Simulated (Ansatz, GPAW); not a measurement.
# Mg/Ir(100) in an electric field

Wanted: the out-of-plane polarisability of Mg/Ir(100).

Main program and level: GPAW 26.7.0 and Ansatz 0.2.0; Ansatz plane waves; slab in vacuum with a dipole correction, relaxation, in the first sound run; inputs show where later runs differ.

Most raw output is cut from this account.

### Step 1. Starting point

The cell holds 5 atoms: 4 Ir and 1 Mg. Its edges and angles: a = 2.715 Å, b = 2.715 Å, c = 24.014 Å, α = 90.0°, β = 90.0°, γ = 90.0°. Vacuum lies along c.

### Step 2. Relaxing the atoms

Forces are removed first; all later runs use this geometry. The lowest 2 atoms are held at bulk positions and keep their forces.

input.yaml

```yaml
crystal:
  lattice:
    - [2.7152900398, 0.0, 0.0]
    - [0.0, 2.7152900398, 0.0]
    - [0.0, 0.0, 24.0141342019]
  atoms:
    - { symbol: Ir, position: [0.5, 0.5, 0.3331371405] }
    - { symbol: Ir, position: [0.0, 0.0, 0.4130900542] }
    - { symbol: Ir, position: [0.5, 0.5, 0.493042968] }
    - { symbol: Ir, position: [0.0, 0.0, 0.5729958817] }
    - { symbol: Mg, position: [0.5, 0.5, 0.6668628595] }
kpoints:
  mp_grid: { grid: [12, 12, 1] }
hamiltonian:
  xc: pbe
scf:
  occupations: { method: fermi_dirac, width: 0.1 }
efield:
  axis: 3
  dipole_correction: true
  ramp_width: 0.05
relax:
  f_tol: 0.02
  max_steps: 60
  constraints: [{ sites: [0, 1] }]
output:
  write_potential: true
  write_density: true
  volumetric_format: npy
```

Started as:

```console
ansatz run input.yaml --threads 4 --pin off --max-ram 8192MiB --backend cpu --events-out ev --progress --plain --runs-dir out
```

Run time: 23 s. Hardware: 4 threads of Intel Xeon Platinum 8488C (Sapphire Rapids), shared host; peak memory 0.62 GiB; 86 s of CPU time.

Relaxation path:

```tsv
step	energy less that of the first step (eV)	largest force component (eV/Å)
1	0.0000	0.8715
2	-0.1303	0.3476
3	-0.1476	0.0983
4	-0.1485	0.0047
5	-0.1485	0.0048
```

Forces are held to the 8 operations that the run works with; a distortion that breaks them can't arise in this run.

The atoms that moved most (Å):

```tsv
atom	dx	dy	dz	length
Mg5	0.000	0.000	-0.253	0.253
Ir3	0.000	0.000	0.037	0.037
Ir4	0.000	0.000	0.029	0.029
```

The relaxed structure:

```cif
data_structure
_symmetry_space_group_name_H-M 'P 1'
_symmetry_Int_Tables_number 1
_cell_length_a 2.7153
_cell_length_b 2.7153
_cell_length_c 24.0141
_cell_angle_alpha 90.000
_cell_angle_beta 90.000
_cell_angle_gamma 90.000
_cell_volume 177.05
loop_
_atom_site_label
_atom_site_type_symbol
_atom_site_fract_x
_atom_site_fract_y
_atom_site_fract_z
_atom_site_occupancy
Ir1 Ir 0.50000 0.50000 0.33314 1
Ir2 Ir 0.00000 0.00000 0.41309 1
Ir3 Ir 0.50000 0.50000 0.49459 1
Ir4 Ir 0.00000 0.00000 0.57420 1
Mg5 Mg 0.50000 0.50000 0.65632 1
```

Numbers from this step:

```
free energy             : -49663.5055 eV
smearing term TS        : 0.1737 eV
symmetry operations     : 8
upper work function     : 4.045 eV
lower work function     : 5.556 eV
dipole along the normal : 0.06158 e·Å
dipole field            : 0.06294 V/Å
vacuum level above      : 10.25 eV
vacuum level below      : 11.76 eV
```

The electrostatic potential energy of an electron (with the applied field's), less the Fermi level, planar mean oscillates, so the rows of the table below give means over windows of 1.93 Å about each position, cut where the curve ends. Its maxima inside the range that stand out by 2 % of the span (Å: eV): 1.9: 5.56, 8.9: -4.75, 11.0: -4.63, 12.9: -5.13, 14.8: -2.27. Its minima: 8.0: -20.3, 9.9: -20.9, 11.9: -21.0, 13.8: -20.6, 15.7: -14.3.

Table of electrostatic potential energy of an electron (with the applied field's), less the Fermi level, planar mean by z; means over each step:

```tsv
z (Å)	electrostatic potential energy of an electron (with the applied field's), less the Fermi level, planar mean (eV)
0.96	5.44
2.90	5.56
4.83	5.52
6.76	-0.415
8.69	-13.1
10.62	-13.1
12.55	-13.5
14.48	-10.8
16.41	-5.48
18.34	3.70
20.27	4.04
22.20	4.04
```

The valence density, planar mean oscillates, so the rows of the table below give means over windows of 1.93 Å about each position, cut where the curve ends. Its maxima inside the range that stand out by 2 % of the span (Å: e/Å³): 8.0: 1.94, 9.9: 1.96, 11.9: 1.96, 13.8: 1.95, 15.7: 1.81. Its minima: 8.9: 0.519, 11.0: 0.491, 12.9: 0.519, 15.0: 0.251.

Table of valence density, planar mean by z; means over each step:

```tsv
z (Å)	valence density, planar mean (e/Å³)
2.90	7.2e-6
4.83	0.00138
6.76	0.334
8.69	1.20
10.62	1.17
12.55	1.21
14.48	0.979
16.41	0.578
18.34	0.00797
20.27	1.4e-4
```

The relaxation lowered the energy of the cell by 0.148 eV.

### Step 3. Plane waves, PBE

With the geometry fixed, the planar mean of the potential gives the vacuum level on each side.

This step: GPAW, PAW setups; slab in vacuum (GPAW 26.7.0).

run.py

```python
import json
import numpy as np
from ase import Atoms
from gpaw import GPAW, PW

slab = Atoms(
    ['Ir', 'Ir', 'Ir', 'Ir', 'Mg'],
    positions=[
        [1.35765, 1.35765, 8.00000],
        [0.00000, 0.00000, 9.92000],
        [1.35765, 1.35765, 11.87711],
        [0.00000, 0.00000, 13.78891],
        [1.35765, 1.35765, 15.76099]],
    cell=[[2.71529, 0.0, 0.0], [0.0, 2.71529, 0.0], [0.0, 0.0, 24.01413]],
    pbc=[True, True, False])

slab.calc = GPAW(mode=PW(400), xc='PBE', kpts={'size': (12, 12, 1), 'gamma': True},
                 occupations={'name': 'fermi-dirac', 'width': 0.1}, nbands='140%',
                 convergence={'density': 1e-05}, maxiter=200,
                 poissonsolver={'dipolelayer': 'xy'},
                 symmetry={'tolerance': 1e-3}, txt='slab.txt')
result = {}
energy = slab.get_potential_energy()
fermi = slab.calc.get_fermi_level()
v = slab.calc.get_electrostatic_potential().mean((0, 1)) - fermi
n = slab.calc.get_pseudo_density().mean((0, 1))
L = slab.cell[2, 2]
z = np.arange(len(v)) * L / len(v)
low, high = slab.positions[:, 2].min(), slab.positions[:, 2].max()
below, above = np.interp([low - 5.8, high + 5.8], z, v)
slopes = [np.interp(x, z, np.gradient(v, z)) for x in (low - 5.8, high + 5.8)]
eps = np.array([[slab.calc.get_eigenvalues(k, s) for k in range(len(slab.calc.get_ibz_k_points()))]
                for s in range(slab.calc.get_number_of_spins())]) - fermi
top, bottom = eps[eps < 0].max(), eps[eps > 0].min()
dipole = slab.get_dipole_moment()[2]
print(f'energy {energy:.4f} eV, Fermi level {fermi:.4f} eV, dipole {dipole:.5f} e A')
print(f'potential 5.8 A off the faces, from the Fermi level: lower {below:.4f} eV, upper {above:.4f} eV')
print(f'slope of the potential there: lower {slopes[0]:.5f}, upper {slopes[1]:.5f} eV/A')
print(f'nearest levels on the mesh: {top:.4f} and {bottom:.4f} eV')
print('magnetic moment', round(slab.get_magnetic_moment(), 3))
result.update(energy=energy, fermi=fermi, dipole=dipole, below=below, above=above, slopes=slopes, edges=[top, bottom],
              z=z.tolist(), v=v.tolist(), n=n.tolist(), positions=slab.positions.tolist(),
              forces=slab.get_forces(apply_constraint=False).tolist(), moments=slab.get_magnetic_moments().tolist())
json.dump(result, open('result.json', 'w'))
```

Started as:

```console
OMP_NUM_THREADS=1 OPENBLAS_NUM_THREADS=1 python run.py
```

Elapsed: 1.9 min, on 1 thread; peak memory 0.25 GiB.

Numbers from this step:

- dipole along the normal: 0.06123 e·Å
- levels nearest the Fermi level on the mesh: -0.01433, 0.004682 eV from the Fermi level
- upper work function: 4.044 eV
- lower work function: 5.546 eV

The electrostatic potential energy of an electron (without an applied field's), less the Fermi level, planar mean oscillates, so the rows of the table below give means over windows of 1.93 Å about each position, cut where the curve ends. Its maxima inside the range that stand out by 2 % of the span (Å: eV): 1.2: 5.55, 9.0: -4.40, 10.9: -4.19, 12.9: -4.67, 14.9: -2.20. Its minima: 8.0: -25.9, 10.0: -26.4, 11.9: -26.6, 13.8: -26.1, 15.8: -12.3.

Table of electrostatic potential energy of an electron (without an applied field's), less the Fermi level, planar mean by z; means over each step:

z (Å), electrostatic potential energy of an electron (without an applied field's), less the Fermi level, planar mean (eV) and a bar from the least value:
```
     0.96        5.5 ##############################
     2.90        5.5 ##############################
     4.83        5.5 ##############################
     6.76       -0.4 #####################
     8.69      -14.4 #
    10.62      -14.4 #
    12.55      -14.9 
    14.48      -11.9 ####
    16.41       -4.7 ###############
    18.34        3.7 ###########################
    20.27        4.0 ############################
    22.20        4.0 ############################
```

The pseudo valence density, planar mean oscillates, so the rows of the table below give means over windows of 1.93 Å about each position, cut where the curve ends. Its maxima inside the range that stand out by 2 % of the span (Å: e/Å³): 7.9: 1.95, 9.9: 1.97, 11.8: 1.94, 13.7: 1.96, 15.7: 1.71. Its minima: 9.0: 0.491, 10.9: 0.468, 12.9: 0.492, 15.0: 0.250.

The pseudo valence density, planar mean by z; means over each step:

```tsv
z (Å)	pseudo valence density, planar mean (e/Å³)
2.90	7.5e-6
4.83	0.00139
6.76	0.276
8.69	1.06
10.62	1.03
12.55	1.07
14.48	0.898
16.41	0.577
18.34	0.00798
20.27	1.4e-4
```

Force by atom:

```tsv
atom	x (eV/Å)	y (eV/Å)	z (eV/Å)	size
Ir1	0.000	0.000	0.688	0.688
Ir2	0.000	0.000	-0.654	0.654
Ir3	0.000	0.000	-0.001	0.001
Ir4	0.000	0.000	-0.036	0.036
Mg5	0.000	0.000	0.003	0.003
```

The potential is flat to 3.7e-4 eV/Å where it is read, so the vacuum is wide enough. The geometry is the other program's minimum; here the largest force on a free atom is 0.036 eV/Å.

### Step 4. Field on

A uniform field along the normal polarises the slab; the atoms stay fixed, so this is the electronic response alone.

Edit run.py of step 3 so:

```diff
@@ -4,2 +4,3 @@
 from gpaw import GPAW, PW
+from gpaw.external import ConstantElectricField
 
@@ -20,2 +21,3 @@
                  poissonsolver={'dipolelayer': 'xy'},
+                 external=ConstantElectricField(-0.2, [0, 0, 1]),
                  symmetry={'tolerance': 1e-3}, txt='slab.txt')
```

Wall time 3.9 min (1 thread); peak memory 0.45 GiB.

This step gave:

* dipole along the normal: -0.03298 e·Å
* levels nearest the Fermi level on the mesh: -0.01412, 0.004894 eV from the Fermi level
* potential below the slab, the applied field's own ramp left out: 4.418 eV from the Fermi level
* potential above the slab, the applied field's own ramp left out: 5.227 eV from the Fermi level

The electrostatic potential energy of an electron (without an applied field's), less the Fermi level, planar mean oscillates, so the rows of the table below give means over windows of 1.93 Å about each position, cut where the curve ends. Its maxima inside the range that stand out by 2 % of the span (Å: eV): 9.0: -5.00, 10.9: -4.41, 12.9: -4.50, 14.9: -1.61. Its minima: 8.0: -26.6, 10.0: -26.9, 11.9: -26.7, 13.8: -25.8, 15.8: -11.5.

Electrostatic potential energy of an electron (without an applied field's), less the Fermi level, planar mean against z; means over each step:

```tsv
z (Å)	electrostatic potential energy of an electron (without an applied field's), less the Fermi level, planar mean (eV)
0.96	4.46
2.90	4.42
4.83	4.39
6.76	-1.41
8.69	-15.1
10.62	-14.7
12.55	-14.8
14.48	-11.4
16.41	-3.81
18.34	4.84
20.27	5.22
22.20	5.23
```

Force by atom:

```tsv
atom	x (eV/Å)	y (eV/Å)	z (eV/Å)	size
Ir1	0.000	0.000	0.685	0.685
Ir2	0.000	0.000	-0.656	0.656
Ir3	0.000	0.000	-0.005	0.005
Ir4	0.000	0.000	-0.041	0.041
Mg5	0.000	0.000	0.006	0.006
```

The dipole is now -0.0330 e Å, against 0.061 in the run without a field.

### Step 5. Field on

Edit run.py of step 4 so:

```diff
@@ -21,3 +21,3 @@
                  poissonsolver={'dipolelayer': 'xy'},
-                 external=ConstantElectricField(-0.2, [0, 0, 1]),
+                 external=ConstantElectricField(-0.1, [0, 0, 1]),
                  symmetry={'tolerance': 1e-3}, txt='slab.txt')
```

The job ended after 5 min (1 thread; peak memory 0.45 GiB).

Numbers from this step:

| Property | Result |
| --- | --- |
| dipole along the normal | 0.01410 e·Å |
| levels nearest the Fermi level on the mesh | -0.01426, 0.005196 eV from the Fermi level |
| potential below the slab, the applied field's own ramp left out | 4.980 eV from the Fermi level |
| potential above the slab, the applied field's own ramp left out | 4.634 eV from the Fermi level |

The electrostatic potential energy of an electron (without an applied field's), less the Fermi level, planar mean by z:

```tsv
z (Å)	electrostatic potential energy of an electron (without an applied field's), less the Fermi level, planar mean (eV)
0.0	4.81
0.5	4.98
1.0	4.98
1.5	4.98
2.0	4.98
2.5	4.98
3.0	4.98
3.5	4.98
4.0	4.98
4.5	4.98
5.0	4.96
5.5	4.90
6.0	4.68
6.5	3.79
7.0	0.226
7.5	-12.3
8.0	-26.1
8.5	-13.1
9.0	-4.70
9.5	-16.4
10.0	-26.2
10.5	-10.7
11.0	-4.78
11.5	-17.8
12.0	-25.5
12.5	-9.50
13.0	-5.75
13.5	-20.4
14.0	-22.6
14.5	-6.13
15.0	-2.26
15.5	-9.14
16.0	-10.0
16.5	-2.45
17.0	1.66
17.5	3.50
18.0	4.23
18.5	4.49
19.0	4.59
19.5	4.62
20.0	4.63
20.5	4.63
21.0	4.63
21.5	4.63
22.0	4.63
22.5	4.63
23.0	4.63
23.5	4.63
```

Force by atom:

```tsv
atom	x (eV/Å)	y (eV/Å)	z (eV/Å)	size
Ir1	0.000	0.000	0.691	0.691
Ir2	0.000	0.000	-0.653	0.653
Ir3	0.000	0.000	-0.001	0.001
Ir4	0.000	0.000	-0.038	0.038
Mg5	0.000	0.000	0.005	0.005
```

The dipole is now 0.0141 e Å, against 0.061 in the run without a field.

### Step 6. In a field

Edit run.py of step 5 so:

```diff
@@ -21,3 +21,3 @@
                  poissonsolver={'dipolelayer': 'xy'},
-                 external=ConstantElectricField(-0.1, [0, 0, 1]),
+                 external=ConstantElectricField(-0.05, [0, 0, 1]),
                  symmetry={'tolerance': 1e-3}, txt='slab.txt')
```

Elapsed: 5.2 min, on 1 thread; peak memory 0.45 GiB.

### Step 7. In a field

Edit run.py of step 6 so:

```diff
@@ -21,3 +21,3 @@
                  poissonsolver={'dipolelayer': 'xy'},
-                 external=ConstantElectricField(-0.05, [0, 0, 1]),
+                 external=ConstantElectricField(0.05, [0, 0, 1]),
                  symmetry={'tolerance': 1e-3}, txt='slab.txt')
```

Elapsed: 4.1 min, on 1 thread; peak memory 0.45 GiB.

### Step 8. In a field

Edit run.py of step 7 so:

```diff
@@ -21,3 +21,3 @@
                  poissonsolver={'dipolelayer': 'xy'},
-                 external=ConstantElectricField(0.05, [0, 0, 1]),
+                 external=ConstantElectricField(0.1, [0, 0, 1]),
                  symmetry={'tolerance': 1e-3}, txt='slab.txt')
```

Wall time 3.7 min (1 thread); peak memory 0.46 GiB.

The electrostatic potential energy of an electron (without an applied field's), less the Fermi level, planar mean oscillates, so the rows of the table below give means over windows of 2.04 Å about each position, cut where the curve ends. Its maxima inside the range that stand out by 2 % of the span (Å: eV): 1.6: 6.11, 8.9: -4.09, 10.9: -4.09, 12.9: -4.76, 14.9: -2.49. Its minima: 8.0: -25.5, 10.0: -26.2, 11.9: -26.6, 13.8: -26.3, 15.8: -12.6.

The electrostatic potential energy of an electron (without an applied field's), less the Fermi level, planar mean by z; means over each step:

z (Å), electrostatic potential energy of an electron (without an applied field's), less the Fermi level, planar mean (eV) and a bar from the least value:
```
     1.02        6.0 ##############################
     3.06        6.1 ##############################
     5.10        6.0 ##############################
     7.14       -6.0 #############
     9.18      -14.7 
    11.22      -14.6 
    13.26      -14.8 
    15.30       -7.5 ##########
    17.34        1.0 #######################
    19.38        3.4 ##########################
    21.42        3.5 ##########################
    23.46        3.5 ##########################
```

The dipole is now 0.108 e Å, against 0.061 in the run without a field.

### Step 9. In a field

Edit run.py of step 8 so:

```diff
@@ -21,3 +21,3 @@
                  poissonsolver={'dipolelayer': 'xy'},
-                 external=ConstantElectricField(0.1, [0, 0, 1]),
+                 external=ConstantElectricField(0.2, [0, 0, 1]),
                  symmetry={'tolerance': 1e-3}, txt='slab.txt')
```

Run time: 3.9 min. Hardware: 1 thread; peak memory 0.45 GiB.

The dipole is now 0.155 e Å, against 0.061 in the run without a field.

### Step 10. In a field

Edit run.py of step 9 so:

```diff
@@ -21,3 +21,3 @@
                  poissonsolver={'dipolelayer': 'xy'},
-                 external=ConstantElectricField(0.2, [0, 0, 1]),
+                 external=ConstantElectricField(0.3, [0, 0, 1]),
                  symmetry={'tolerance': 1e-3}, txt='slab.txt')
```

Wall time 3.9 min (1 thread); peak memory 0.45 GiB.

The electrostatic potential energy of an electron (without an applied field's), less the Fermi level, planar mean oscillates, so the rows of the table below give means over windows of 2.04 Å about each position, cut where the curve ends. Its maxima inside the range that stand out by 2 % of the span (Å: eV): 1.8: 7.25, 8.9: -3.47, 10.9: -3.87, 12.9: -4.93, 14.9: -3.07. Its minima: 8.0: -24.7, 10.0: -25.8, 11.9: -26.6, 13.8: -26.7, 15.8: -13.4.

Table of electrostatic potential energy of an electron (without an applied field's), less the Fermi level, planar mean by z; means over each step:

z (Å), electrostatic potential energy of an electron (without an applied field's), less the Fermi level, planar mean (eV) and a bar from the least value:
```
     1.02        7.0 ##############################
     3.06        7.3 ##############################
     5.10        7.2 ##############################
     7.14       -5.0 ##############
     9.18      -14.2 #
    11.22      -14.5 #
    13.26      -15.1 
    15.30       -8.2 #########
    17.34        0.0 ####################
    19.38        2.3 #######################
    21.42        2.3 #######################
    23.46        2.5 ########################
```

The dipole is now 0.202 e Å, against 0.061 in the run without a field.

### Step 11. The series

The members are put on one axis.

This step: induced dipole against applied field (GPAW 26.7.0).

Dipole along the normal against field:

```tsv
field (V/Å)	dipole along the normal (e·Å)
-0.200	-0.0330
-0.100	0.0141
-0.050	0.0377
0.000	0.0612
0.050	0.0846
0.100	0.108
0.200	0.155
0.300	0.202
```

### Step 12. Outcome

- work function, upper and lower face: 4.044 and 5.546 eV
- dipole along the normal: 0.0612 e Å
- induced dipole per field: 0.470 e Å per V/Å
- out-of-plane polarisability per area, α/(ε0 A): 11.5 Å

What this shows: The field induces 0.470 e Å per V/Å, a polarisable thickness α/(ε0 A) of 11.5 Å beside 7.76 Å between the outermost nuclei. A perfect conductor would give the distance between its two image planes; a dielectric of thickness t gives t(1 - 1/ε). The two faces differ by 1.5 eV, the step that the slab's dipole makes (e p/(ε0 A) gives 1.5 eV), so the dipole layer is needed. The induced dipole is linear in the field over this range. The cell of 7.37 Å² holds one Mg, started on one chosen site; other sites and coverages weren't tried. The in-plane lattice was kept as typed, which isn't the functional's own and leaves some strain; spin-orbit coupling and temperature are left out.

[Logs are printed without paths, hosts, clocks, repeated set-up lines and the standing remarks that a program may print on its own settings, such as how far it seeks lower states.]

[Hosts, paths, dates, database ids (printed as entryN), source tags and the programs' standing remarks are cut or masked in the printed files.]
